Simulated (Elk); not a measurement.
# Easy axis of Cobalt from self-consistent runs

Which axis do the moments of Cobalt prefer, and by how much?

Method: LDA (Perdew-Wang); all-electron APW+lo, Dirac cores, scalar-relativistic bands with second-variational spin-orbit coupling, in Elk 11.2.3 (patched build).

## Step 1: The structure

The structure is hexagonal, space group P6_3/mmc (No. 194). The conventional cell has a = 2.507 Å, b = 2.507 Å, c = 4.070 Å, α = 90.00°, β = 90.00°, γ = 120.00°. Nearest to Co lie 12 Co at 2.50 to 2.51 Å.

## Step 2: Moments along [001]

Spin–orbit coupling ties the moments to the lattice. The differences are of order meV or less, so the energy threshold is set a hundred times tighter than usual.

The cell is turned so that this axis lies along z, and the moments are held along z.

The last three numbers of an atom's line are a seed field in its sphere. It points against the wanted moment and shrinks by the factor reducebf each loop.

File elk.in:

```
tasks
  0
  15
  33
  73

xctype
  3

reducebf
  0.5

epsengy
  1e-07

maxscl
  120

epspot
  3e-07

rgkmax
  7.5

nempty
  10

swidth
  0.002

lmaxi
  3

lmaxo
  10

lmaxapw
  10

spinpol
  .true.

spinorb
  .true.

cmagz
  .true.

sppath
  './'

avec
  4.73829928489 0.00000000000 0.00000000000
  -2.36914964244 4.10348755135 0.00000000000
  0.00000000000 0.00000000000 7.69099635461

atoms
  1
  'Co.in'
  2
  0.3333333333 0.6666666667 0.2500000000   0.000000 0.000000 -0.150000
  0.6666666667 0.3333333333 0.7500000000   0.000000 0.000000 -0.150000

ngridk
  14 14 8

plot3d
  0 0 0
  1 0 0
  0 1 0
  0 0 1
  13 13 21
```

Run with:

```
$ OMP_NUM_THREADS=16 elk
```

Numbers of over 12 decimals in the logs are rounded to 6 here.

Output:

```text
Warning(gndstate): core states of species 1 leak from the muffin-tin :   0.6996251898E-03
Warning(init1): few empty states an atom for a second variation :    10.00000000
 they are its basis, with spin, DFT+U, afieldc (12 by default), in Hartree-Fock and RDMFT; 30 and more for pressures
Warning(chksvso): spin-orbit splittings by the second variation are low [figures from our tests cut]: local-orbitals by j (lorbdm 7 and 8, zora) mend levels alone

--- INFO.OUT ---
┌─────────────────────────┐
│ Elk code version 11.2.3 │
└─────────────────────────┘

All units are atomic (Hartree, Bohr, etc.)

┌─────────────────────────────────────────────────┐
│ Ground-state run starting from atomic densities │
└─────────────────────────────────────────────────┘

Lattice vectors :
   4.738299285       0.000000000       0.000000000
  -2.369149642       4.103487551       0.000000000
   0.000000000       0.000000000       7.690996355

Reciprocal lattice vectors :
   1.326042305      0.7655908820      -0.000000000
   0.000000000       1.531181764       0.000000000
   0.000000000      -0.000000000      0.8169533592

Unit cell volume      :    149.5402886
Brillouin zone volume :    1.658751737

Muffin-tin inner radius fraction :   0.1000000000E-01

Nuclei treated as point charges

Species : 1 (Co)
 parameters loaded from : Co.in
 name : cobalt
 nuclear charge    :   -27.00000000
 electronic charge :    27.00000000
 atomic mass :    107428.6517
 muffin-tin radius :    2.334644196
 number of radial points in muffin-tin :    497
 inner part over the whole radius :   0.9766825461E-02
 number on inner part of muffin-tin    :    350
 approximate nuclear radius :   0.7243775530E-04
 number of mesh points to nuclear radius :    167
 atomic positions (lattice), magnetic fields (Cartesian) :
  1 :   0.33333333  0.16666667  0.25000000    0.00000000  0.00000000 -0.15000000
  2 :  -0.33333333 -0.16666667 -0.25000000    0.00000000  0.00000000 -0.15000000

Total number of atoms per unit cell :    2
Total muffin-tin volume :    106.6057705
 ratio of muffin-tin to unit cell volume :   0.7128899609

Spin treatment :
 spin-polarised
 spin-orbit coupling
 global magnetic field (Cartesian) :    0.000000000       0.000000000       0.000000000
 collinear magnetisation in z-direction

Number of Bravais lattice symmetries :   24
Number of crystal symmetries         :   12
Crystal has inversion symmetry
Real symmetric eigensolver will be used

k-point grid :     14    14     8
k-point offset :    0.000000000       0.000000000       0.000000000
k-point set is reduced with full crystal symmetry group
Total number of k-points :      170

Muffin-tin radius times maximum |G+k| :    7.500000000
 using average radius
Maximum |G+k| for APW functions       :    3.212480947
Maximum (1/2)|G+k|²                   :    5.160016919
Maximum |G| for potential and density :    12.00000000
Constant for pseudocharge density :    7
 order of it for each species :   14
 order of it for pair densities of each species (exact exchange by exxq0 0: 18) :   11
Radial integration step length :    1

G-vector grid sizes :     20    20    30
Number of G-vectors :     4331

Maximum angular momentum used for
 APW functions            :   10
 outer part of muffin-tin :   10
 inner part of muffin-tin :    3

Total nuclear charge    :   -54.00000000
Total core charge       :    24.00000000
Total valence charge    :    30.00000000
Total excess charge     :    0.000000000
Total electronic charge :    54.00000000

Effective Wigner radius, rₛ :   0.8711480090

Number of empty states         :     20
Total number of valence states :     72
Total number of core states    :     24

Third-order local-orbitals added for an l without core states : T
Total number of local-orbitals :     44

Exchange-correlation functional :      3     0     0
 Perdew-Wang/Ceperley-Alder, Phys. Rev. B 45, 13244 (1992)
 gradient requirement :    0
 local density approximation (LDA)

Smearing type :    3
 Fermi-Dirac
Smearing width :   0.2000000000E-02
Effective electronic temperature (K) :    631.5500496

Mixing type :    3
 Broyden mixing, J. Phys. A: Math. Gen. 17, L317 (1984)

Kohn-Sham potential initialised from atomic data

┌──────────────────────────────┐
│ Self-consistent loop started │
└──────────────────────────────┘

┌─────────────────┐
│ Loop number : 1 │
└─────────────────┘

Energies :
 Fermi                       :     0.198331
 sum of occupied eigenvalues :     -1609.2156413668
 electron kinetic            :      2818.1513075100
 core electron kinetic       :      2550.5177015938
 Coulomb                     :     -5486.2695386528
 Coulomb potential           :     -4275.6765344747
 nuclear-nuclear             :     -499.77031406297
 electron-nuclear            :     -5717.6042105740
 Hartree                     :      731.10498598413
 Madelung                    :     -3348.4312714155
 xc potential                :     -151.47238016387
 xc effective B-field        :    -0.151809
 external B-field            :      0.000000
 exchange                    :     -109.69445982590
 correlation                 :     -4.666202
 electron entropic           :    -0.69959099014652E-03
 total energy                :     -2782.4795925753
 (external B-field energy excluded from total)

Density of states at Fermi energy :    53.16355193
 (states/Hartree/unit cell)

Estimated indirect band gap :   0.7263748497E-04
 from k-point 168 to k-point 54
Estimated direct band gap   :   0.8110618979E-03
 at k-point 158

Charges :
 core                        :    24.00000000
 valence                     :    30.00000000
 interstitial                :    1.747222413
 muffin-tins (core leakage)
  species : 1 (Co)
   atom 1                    :    26.12638879     (  0.7257578315E-03)
   atom 2                    :    26.12638879     (  0.7257578315E-03)
 total in muffin-tins        :    52.25277759
 total calculated charge     :    53.99854319
 total charge                :    54.00000000
 error                       :   0.1456807579E-02

Moments :
 interstitial                :  -0.1025204136
 muffin-tins
  species : 1 (Co)
   atom 1                    :    1.902384776
   atom 2                    :    1.902384776
 total in muffin-tins        :    3.804769552
 total moment                :    3.702249139

┌─────────────────┐
│ Loop number : 2 │
└─────────────────┘

Energies :
 Fermi                       :     0.198802
 sum of occupied eigenvalues :     -1609.2113019960
 electron kinetic            :      2817.6151613171
 core electron kinetic       :      2550.1909257160
 Coulomb                     :     -5486.3956395453
 Coulomb potential           :     -4275.6192853621
 nuclear-nuclear             :     -499.77031406297
 electron-nuclear            :     -5717.9146846694
 Hartree                     :      731.28935918706
 Madelung                    :     -3348.5859968642
 xc potential                :     -150.99927458625
 xc effective B-field        :    -0.151319
 external B-field            :      0.000000
 exchange                    :     -109.70533518978
 correlation                 :     -4.666557
 electron entropic           :    -0.69613325445215E-03
 total energy                :     -2783.1530662298
 (external B-field energy excluded from total)

Density of states at Fermi energy :    52.90250115
 (states/Hartree/unit cell)

Estimated indirect band gap :   0.2071708387E-03
 from k-point 54 to k-point 2
Estimated direct band gap   :   0.1053754699E-02
 at k-point 158

Charges :
 core                        :    24.00000000
 valence                     :    30.00000000
 interstitial                :    1.743884135
 muffin-tins (core leakage)
  species : 1 (Co)
   atom 1                    :    26.12805793     (  0.7249088380E-03)
   atom 2                    :    26.12805793     (  0.7249088380E-03)
 total in muffin-tins        :    52.25611586
 total calculated charge     :    53.99854490
 total charge                :    54.00000000
 error                       :   0.1455103058E-02

Moments :
 interstitial                :  -0.1027949125
 muffin-tins
  species : 1 (Co)
   atom 1                    :    1.898849784
   atom 2                    :    1.898849784
 total in muffin-tins        :    3.797699567
 total moment                :    3.694904655

RMS change in Kohn-Sham potential (target) :   0.4558944726     (  0.3000000000E-06)
Absolute change in total energy (target)   :   0.6734736546     (  0.1000000000E-06)

[... loops 3 to 19 left out ...]

┌──────────────────┐
│ Loop number : 20 │
└──────────────────┘

Energies :
 Fermi                       :     0.290310
 sum of occupied eigenvalues :     -1604.2194573154
 electron kinetic            :      2821.9214569299
 core electron kinetic       :      2551.1020006386
 Coulomb                     :     -5489.5870998619
 Coulomb potential           :     -4274.3926700848
 nuclear-nuclear             :     -499.77031406297
 electron-nuclear            :     -5725.5885027635
 Hartree                     :      735.77171696454
 Madelung                    :     -3352.3907648195
 xc potential                :     -151.64281758496
 xc effective B-field        :    -0.105427
 external B-field            :      0.000000
 exchange                    :     -109.95240421056
 correlation                 :     -4.677599
 electron entropic           :    -0.69901571748425E-03
 total energy                :     -2782.2963455303
 (external B-field energy excluded from total)

Density of states at Fermi energy :    52.81914720
 (states/Hartree/unit cell)

Estimated indirect band gap :   0.6482406721E-04
 from k-point 75 to k-point 159
Estimated direct band gap   :   0.1913461581E-02
 at k-point 159

Charges :
 core                        :    24.00000000
 valence                     :    30.00000000
 interstitial                :    1.660545405
 muffin-tins (core leakage)
  species : 1 (Co)
   atom 1                    :    26.16972730     (  0.6996251903E-03)
   atom 2                    :    26.16972730     (  0.6996251903E-03)
 total in muffin-tins        :    52.33945459
 total calculated charge     :    53.99859589
 total charge                :    54.00000000
 error                       :   0.1404106747E-02

Moments :
 interstitial                :  -0.8274478393E-01
 muffin-tins
  species : 1 (Co)
   atom 1                    :    1.594748393
   atom 2                    :    1.594748393
 total in muffin-tins        :    3.189496785
 total moment                :    3.106752001

RMS change in Kohn-Sham potential (target) :   0.1819403911E-08 (  0.3000000000E-06)
Absolute change in total energy (target)   :   0.3208015187E-07 (  0.1000000000E-06)

Convergence targets achieved

┌──────────────────┐
│ Loop number : 21 │
└──────────────────┘

Energies :
 Fermi                       :     0.290310
 sum of occupied eigenvalues :     -1604.2194573321
 electron kinetic            :      2821.9214569326
 core electron kinetic       :      2551.1020006289
 Coulomb                     :     -5489.5870998912
 Coulomb potential           :     -4274.3926700632
 nuclear-nuclear             :     -499.77031406297
 electron-nuclear            :     -5725.5885028465
 Hartree                     :      735.77171701833
 Madelung                    :     -3352.3907648596
 xc potential                :     -151.64281763028
 xc effective B-field        :    -0.105427
 external B-field            :      0.000000
 exchange                    :     -109.95240421239
 correlation                 :     -4.677599
 electron entropic           :    -0.69901567306960E-03
 total energy                :     -2782.2963455590
 (external B-field energy excluded from total)

Density of states at Fermi energy :    52.81914286
 (states/Hartree/unit cell)

Estimated indirect band gap :   0.6482226271E-04
 from k-point 75 to k-point 159
Estimated direct band gap   :   0.1913461725E-02
 at k-point 159

Charges :
 core                        :    24.00000000
 valence                     :    30.00000000
 interstitial                :    1.660545404
 muffin-tins (core leakage)
  species : 1 (Co)
   atom 1                    :    26.16972730     (  0.6996251898E-03)
   atom 2                    :    26.16972730     (  0.6996251898E-03)
 total in muffin-tins        :    52.33945460
 total calculated charge     :    53.99859589
 total charge                :    54.00000000
 error                       :   0.1404106746E-02

Moments :
 interstitial                :  -0.8274478956E-01
 muffin-tins
  species : 1 (Co)
   atom 1                    :    1.594748370
   atom 2                    :    1.594748370
 total in muffin-tins        :    3.189496739
 total moment                :    3.106751950

┌──────────────────────────────┐
│ Self-consistent loop stopped │
└──────────────────────────────┘

Warning : core states of species 1 leak from the muffin-tin :   0.6996251898E-03

Wrote STATE.OUT
```

Run time: 99 s. Hardware: 16 threads of Arm Neoverse V2, shared host; peak memory 1 GiB.

Read from the output:

| Item | Value |
| --- | --- |
| density of states at the Fermi level | 1.941 states/eV/cell |
| moment between the spheres | -0.08274 μB |
| magnetization | 3.107 μB |
| final state | ferromagnetic |
| largest moment | 1.595 μB |

After 21 cycles the largest moment stands at 1.59 μB.

Orbital moment <L> in the sphere by atom:

| atom | x (μB) | y (μB) | z (μB) | size |
| --- | --- | --- | --- | --- |
| Co1 | 0.0000 | 0.0000 | 0.0742 | 0.0742 |
| Co2 | 0.0000 | 0.0000 | 0.0742 | 0.0742 |

[end of part 1 of 2]

[Logs and program files are shortened in this print: banners, set-up blocks, solver, clock and traceback lines can be left out without a mark of their own.]

[Logs are printed without paths, hosts, clocks, repeated set-up lines and the standing remarks that a program may print on its own settings, such as how far it seeks lower states.]

[Hosts, paths, dates, database ids (printed as entryN), source tags and the programs' standing remarks are cut or masked in the printed files.]

[Where a cell is said to come from a database of computed structures, the database is the Materials Project.]
